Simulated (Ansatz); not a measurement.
# WSe2 (P6_3/mmc): band gap by G0W0 on HSE06

How far does one-shot GW move the HSE06 gap of WSe2 (P6_3/mmc)?

Program: Ansatz 0.2.0. Level of theory: HSE06, then G0W0 on it, plane waves, PAW. Results are calculated unless marked as measured.

Most raw output is cut from this account.

The database entry behind the starting cell differs from later determinations by our own check (a about 0.2 % long), so it need not match the best structure at ambient conditions.

In doubt: masses and optical values from hybrid runs of this build are listed as unsure (step 3), which bears on the screening that GW takes from such a start.

## 1. Set-up

The structure is hexagonal, space group P6_3/mmc (No. 194). The conventional cell has a = 3.290 Å, b = 3.290 Å, c = 12.970 Å, α = 90.00°, β = 90.00°, γ = 120.00°. Nearest to W lie 6 Se at 2.53 Å. Nearest to Se lie 3 W at 2.53 Å. Farther neighbours and most contacts between anions are not listed.

The cell and positions come from the Crystallography Open Database and are kept as given unless a step says otherwise. Spin-orbit coupling is left out unless a step names it. The default PAW set here is soft_2. Its files were made with PBE.

## 2. HSE06 levels on the mesh and at listed points

HSE06 mixes in a quarter of exact exchange at short range.

This step: DFT, HSE06, plane waves, PAW.

Contents of input.yaml:

```yaml
crystal:
  lattice:
    - [3.29, 0.0, 0.0]
    - [-1.645, 2.8492235785, 0.0]
    - [0.0, 0.0, 12.97]
  atoms:
    - { symbol: W, position: [0.3333333333, 0.6666666667, 0.25] }
    - { symbol: W, position: [0.6666666667, 0.3333333333, 0.75] }
    - { symbol: Se, position: [0.3333333333, 0.6666666667, 0.621] }
    - { symbol: Se, position: [0.6666666667, 0.3333333333, 0.121] }
    - { symbol: Se, position: [0.3333333333, 0.6666666667, 0.879] }
    - { symbol: Se, position: [0.6666666667, 0.3333333333, 0.379] }
kpoints:
  mp_grid: { grid: [6, 6, 2] }
  band_path:
    path:
      - [0.0, 0.0, 0.0]
      - [0.5, 0.0, 0.0]
      - [0.33333333, 0.33333333, 0.0]
      - [0.0, 0.0, 0.5]
      - [0.5, 0.0, 0.5]
      - [0.33333333, 0.33333333, 0.5]
      - [0.1666666667, 0.1666666667, 0.0]
    npoints: 1
hamiltonian:
  xc: hse06
scf:
  occupations: { method: fixed }
  n_extra_bands: 6
output:
  eigenvalues: true
  write_density: true
  write_potential: true
  elf: true
  volumetric_format: npy
```

Started as:

```console
> ansatz run input.yaml --threads 4 --pin off --max-ram 138240MiB --backend cuda --events-out ev --progress --plain --runs-dir out --devices 1 --max-vram 26GiB  # rebuilt from the run's record
```

It took 34 s on 1 × NVIDIA H100 80GB HBM3 (shared by 3 runs) with 4 threads of AMD EPYC 7R13 (Zen 3), shared host; peak memory 1.5 GiB; 54 s of CPU time.

Numbers from this step:

```
gap                     : 1.446 eV
valence top at          : Γ
conduction bottom at    : k = (0.167, 0.167, 0.000)
least direct gap        : 1.985 eV
exact-exchange fraction : 0.25
```

Over mesh and listed points the gap is 1.446 eV, from k = Γ to k = (0.167, 0.167, 0.000). The least direct gap found is 1.985 eV, at k = (0.333, 0.333, 0.000).

Electrostatic potential energy in the ac plane at fractional y = 0.333, with atoms of W and Se within 0.2 Å of it. With pseudopotentials it is smooth inside the atoms' cores, unlike the true potential.

Ten even steps from '_' (-36 eV) to '@' (17 eV), each cell a mean:
```
@@@@@@@@@@@@@@@@@@@@@@@@@@@@@@@@@@
@@@@%%%%%%@@@@@@@@@@@@@@@@@@@@@@@@
%%####**####%%@@@@@@@@@@@@@@@@@@@@
%%%%######%%%%%%%%%%%%%%%%%%%%%%%%
%%%%@@@@@@%%%%##++--::..::::==**##
##%%@@@@@@%%##==______________..++
##%%@@@@@@%%##++..____________::++
%%%%%%%%%%%%%%%%##**++====++**##%%
%%##########%%@@@@@@@@@@@@@@@@@@%%
%%%%######%%%%@@@@@@@@@@@@@@@@@@@@
@@@@@@@@@@@@@@@@@@@@@@@@@@@@@@@@@@
@@@@@@@@@@@@@@@@@@@@@@@@@@@@@@@@@@
@@@@@@@@@@@@@@@@@@@@@@%%%%@@@@@@@@
@@@@@@@@@@@@@@%%**************##%%
%%@@@@@@@@@@##++++**########**++**
%%@@@@@@@@@@%%**++++********++++##
%%%%%%%%%%%%%%%%%%####****####%%%%
##****++****##%%%%@@@@@@@@@@@@%%%%
####******##%%%%%%%%%%%%%%%%%%%%%%
%%%%%%%%%%%%%%%%##**++++++****##%%
%%@@@@@@@@@@%%++++**########++++**
%%@@@@@@@@@@%%**++**######**++++##
@@@@@@@@@@@@@@%%%%##********##%%@@
@@@@@@@@@@@@@@@@@@@@@@@@@@@@@@@@@@
```
Columns run along a (3.3 Å; values clipped at the 3rd and 97th percentile), rows up along c (13.0 Å). Atoms in or near the plane, at fractional coordinates: W at (0.67, 0.75), Se at (0.67, 0.12), Se at (0.67, 0.38).

ELF in the ac plane at fractional y = 0.333, with atoms of W and Se within 0.2 Å of it. It is the smooth field of the valence electrons, not physical close to the nuclei.

Ten even steps from '0' (0.03) to '9' (0.87), each cell a mean:
```
23444310000000001
67887754210000124
77887776421112346
77777765432222346
35555432356665432
12343224775236763
23443223676557752
56666643234443223
77777776432222356
77888765321111246
56777642100000013
01121100011111000
20000125689998764
63001478999999998
74213678863224788
74213578875445788
32111246666666765
22333222222222222
22222223344444432
53112367777667777
75223678863224788
74112578876556898
52000368999999997
00000012456776531
```
Columns run along a (3.3 Å), rows up along c (13.0 Å). Atoms in or near the plane, at fractional coordinates: W at (0.67, 0.75), Se at (0.67, 0.12), Se at (0.67, 0.38).

## 3. One-shot GW

G0W0 replaces the xc potential by a self-energy built once from the orbitals of the start. Levels are corrected in the window of bands that the input names, at points of the mesh.

This step: G0W0 on HSE06, plane waves, PAW.

Contents of input.yaml:

```yaml
crystal:
  lattice:
    - [3.29, 0.0, 0.0]
    - [-1.645, 2.8492235785, 0.0]
    - [0.0, 0.0, 12.97]
  atoms:
    - { symbol: W, position: [0.3333333333, 0.6666666667, 0.25] }
    - { symbol: W, position: [0.6666666667, 0.3333333333, 0.75] }
    - { symbol: Se, position: [0.3333333333, 0.6666666667, 0.621] }
    - { symbol: Se, position: [0.6666666667, 0.3333333333, 0.121] }
    - { symbol: Se, position: [0.3333333333, 0.6666666667, 0.879] }
    - { symbol: Se, position: [0.6666666667, 0.3333333333, 0.379] }
kpoints:
  mp_grid: { grid: [6, 6, 2] }
hamiltonian:
  xc: hse06
  pseudopotentials: { kind: paw, source: ansatz }
scf:
  occupations: { method: fixed }
gw:
  n_empty_bands: 723
  ecut_chi: 190.0
  qp_bands: [v2, c2]
  qp_kpoints: band_edges
  screening: { model: contour_deformation }
```

Wall time 3.6 min (1 × NVIDIA H100 80GB HBM3 (shared by 3 runs) with 4 threads); peak memory 4.4 GiB; 5.4 min of CPU time.

This step gave:

- bands summed: 783
- RPA ε∞ on this mesh (eigenvalues): 5.866, 12.10, 12.10
- plane waves in the screening matrix: 749
- q-points in the mesh: 72
- G0W0 gap over the corrected points: 1.481 eV
- k of the valence top: 0, 0, 0
- k of the conduction bottom: 0.1667, 0.1667, 0
- starting gap on the mesh: 1.448 eV
- Z at the valence top: 0.7763
- Z at the conduction bottom: 0.7868
- least direct G0W0 gap over the corrected points: 2.087 eV

Over 10 of 14 irreducible mesh points the G0W0 gap is 1.481 eV, from k = Γ to k = (0.167, 0.167, 0.000). The HSE06 gap of this run on the mesh is 1.448 eV. The two states that bound the G0W0 gap lie that far apart at the start, so the correction of the gap is 1.481 − 1.448 = +0.033 eV. The start of this run differs from the step before in files (soft_2 PAW and hard PAW) and plane-wave cutoff (420 eV and 760 eV).

Labels follow the order of the start: v1 is the top filled band, c1 the lowest empty one; levels that stay degenerate share a row, the window can cut a multiplet, doubted levels are not marked in this list, bands outside the window were not corrected, and the list may be a part of the corrected levels. The levels before and after the correction (eV, zero at the valence-band top of each column):

```csv
,conduction bottom,valence top
HSE06,1.45,0.00
G0W0,1.48,0.00
```

```csv
,level,occupation,energy (eV)
HSE06,Γ v2,2,-1.227
HSE06,Γ v1,2,0.000
HSE06,Γ c1-c2,0,3.276
HSE06,(0.167 0.167 0) v2,2,-1.309
HSE06,(0.167 0.167 0) v1,2,-1.263
HSE06,(0.167 0.167 0) c1,0,1.448
HSE06,(0.167 0.167 0) c2,0,2.413
G0W0,Γ v2,2,-1.182
G0W0,Γ v1,2,0.000
G0W0,Γ c1-c2,0,3.305
G0W0,(0.167 0.167 0) v2,2,-1.228
G0W0,(0.167 0.167 0) v1,2,-1.200
G0W0,(0.167 0.167 0) c1,0,1.481
G0W0,(0.167 0.167 0) c2,0,2.439
```

The parts of the quasiparticle energy for the two states that bound the G0W0 gap, in eV on the run's own scale (QP = start + Σx + Σc − Vxc, with Σc at the quasiparticle energy):

```csv
edge,k,band,start,Σx,Σc,Vxc,Z,QP
valence top,Γ,60,14.589,−19.337,0.274,−18.884,0.776,14.409
conduction bottom,"(0.167, 0.167, 0.000)",61,16.038,−12.826,−3.737,−16.416,0.787,15.891
```

For a hybrid start, Vxc holds its share of exact exchange.

## 4. Spin-orbit coupling in HSE06

This run has two-component orbitals with spin-orbit coupling.

This step: DFT, HSE06 with spin-orbit coupling, plane waves, PAW.

Edit input.yaml of step 3 so:

```diff
@@ -14,12 +14,25 @@
   mp_grid: { grid: [6, 6, 2] }
+  band_path:
+    path:
+      - [0.0, 0.0, 0.0]
+      - [0.5, 0.0, 0.0]
+      - [0.33333333, 0.33333333, 0.0]
+      - [0.0, 0.0, 0.5]
+      - [0.5, 0.0, 0.5]
+      - [0.33333333, 0.33333333, 0.5]
+      - [0.1666666667, 0.1666666667, 0.0]
+    npoints: 1
 hamiltonian:
   xc: hse06
-  pseudopotentials: { kind: paw, source: ansatz }
 scf:
-  occupations: { method: fixed }
-gw:
-  n_empty_bands: 723
-  ecut_chi: 190.0
-  qp_bands: [v2, c2]
-  qp_kpoints: band_edges
-  screening: { model: contour_deformation }
+  occupations: { method: fermi_dirac, width: 0.02 }
+  n_extra_bands: 12
+magnetization:
+  noncollinear: true
+  spin_orbit: true
+output:
+  eigenvalues: true
+  write_density: true
+  write_potential: true
+  elf: true
+  volumetric_format: npy
```

Wall time 2.1 min (1 × NVIDIA H100 80GB HBM3 (shared by 3 runs) with 4 threads); peak memory 3.1 GiB.

This step gave:

| Quantity | Value |
| --- | --- |
| gap | 1.360 eV |
| valence top at | Γ |
| conduction bottom at | k = (0.167, 0.167, 0.000) |
| least direct gap | 1.733 eV |
| exact-exchange fraction | 0.25 |

Over mesh and listed points the gap is 1.360 eV, from k = Γ to k = (0.167, 0.167, 0.000). The least direct gap found is 1.733 eV, at k = (0.333, 0.333, 0.000). HSE06+SOC against HSE06: 1.360 − 1.446 = −0.086 eV, with the same mesh, set of files (read in its fully relativistic form for the spin-orbit run) and cutoff, and both edges at the same k points. The spin-orbit run sees mesh and listed points alone, so its gap is an upper bound: the coupling can move an edge off these points, and the change over the zone, its sign included where it is small, is not known.

## 5. Side by side

Each gap is the least one over the points named; times are wall times on shared hosts, not benchmarks. A G0W0 time includes the run's own self-consistent start. Runs with listed points see these and the mesh alone, so an edge that moves elsewhere is missed.

```csv
level,mesh,"files, cutoff","bands summed, screening",points,gap (eV),valence top,conduction bottom,least direct gap (eV),time
HSE06,6×6×2,"soft_2 PAW, 420 eV",-,mesh and listed points,1.446,Γ,"(0.167, 0.167, 0.000)",1.985,34 s
HSE06+SOC,6×6×2,"soft_2 PAW, 420 eV",-,mesh and listed points,1.360,Γ,"(0.167, 0.167, 0.000)",1.733,2.1 min
G0W0@HSE06,6×6×2,"hard PAW, 760 eV","783, 190 eV",10 of 14 irreducible mesh points,1.481,Γ,"(0.167, 0.167, 0.000)",2.087,3.6 min
```

## 6. Summary of results

```json
{
  "HSE06 gap over mesh and listed points": "1.446 eV, from k = Γ to k = (0.167, 0.167, 0.000)",
  "G0W0@HSE06 gap over 10 of 14 irreducible mesh points": "1.481 eV, from k = Γ to k = (0.167, 0.167, 0.000)",
  "HSE06+SOC gap over mesh and listed points": "1.360 eV",
  "GW settings": "6×6×2 mesh, 723 empty bands, screening to 190 eV, hard PAW files",
  "known limits": "finite bands, screening cutoff and k mesh; no spin-orbit coupling in G0W0"
}
```

In words: Over 10 of 14 irreducible mesh points the G0W0 gap is 1.481 eV, from k = Γ to k = (0.167, 0.167, 0.000). The HSE06 gap of this run on the mesh is 1.448 eV. The two states that bound the G0W0 gap lie that far apart at the start, so the correction of the gap is 1.481 − 1.448 = +0.033 eV. The valence state moves by 14.409 − 14.589 = −0.180 eV and the conduction state by 15.891 − 16.038 = −0.147 eV, on the run's own scale; how far single levels stand from their limit in bands is not shown. Both edges that HSE06 shows over mesh and listed points lie at k points where levels were corrected. Levels at other points were not corrected, so a lower G0W0 gap elsewhere in the zone is not ruled out. No second run with other bands and screening cutoff is shown, so the distance to the basis limit is not known. On another start, G0W0@PBE runs of this series (6×6×2 mesh, hard PAW; not shown as steps) give 1.253 eV with 378 bands and 110 eV, 1.294 eV with 783 bands and 190 eV, 1.311 eV with 1284 bands and 270 eV and 1.322 eV with 2105 bands and 380 eV. G0W0 on other starts in this series, not shown as steps and not all at these settings: 1.294 eV on PBE (6×6×2, hard PAW, 783 bands, 190 eV) and 1.604 eV on PBE0 (6×6×2, hard PAW, 783 bands, 190 eV). HSE06+SOC against HSE06: 1.360 − 1.446 = −0.086 eV, with the same mesh, set of files (read in its fully relativistic form for the spin-orbit run) and cutoff, and both edges at the same k points. The spin-orbit run sees mesh and listed points alone, so its gap is an upper bound: the coupling can move an edge off these points, and the change over the zone, its sign included where it is small, is not known. What spin-orbit coupling does to the G0W0 levels was not computed, so no sum with the G0W0 gap is formed. The G0W0 runs are scalar-relativistic. No pair of G0W0 runs that differ in the mesh alone is shown (6×6×2 is a supercell whose nearest images lie 20 Å apart), so the error from the mesh is not known here. G0W0 is shown with one set of atomic data (hard PAW), so the error from the files is not known here.

[Paths, hosts, dates, memory and timing lines, banners, echoed tables and standing remarks are left out of the program output.]

[Logs are printed without paths, hosts, clocks, repeated set-up lines and the standing remarks that a program may print on its own settings, such as how far it seeks lower states.]

[Runs of the session that timed out or met a known fault of the program may be left out.]

[Cells called generated may have been cut or substituted from an entry of the Crystallography Open Database or the Materials Project.]

[Hosts, paths, dates, database ids (printed as entryN), source tags and the programs' standing remarks are cut or masked in the printed files.]

[Where an RPA ε∞ is given, it is that of the G0W0 mesh and is not shown converged in it. Names of k-points follow the symmetry that the program found, which can be lower than the space group named. Band edges on a path are those of the sampled points; other points can move an edge, and change direct to indirect where valleys lie close.]

[Hybrid gaps are those of their k-mesh and are not shown converged in it.]
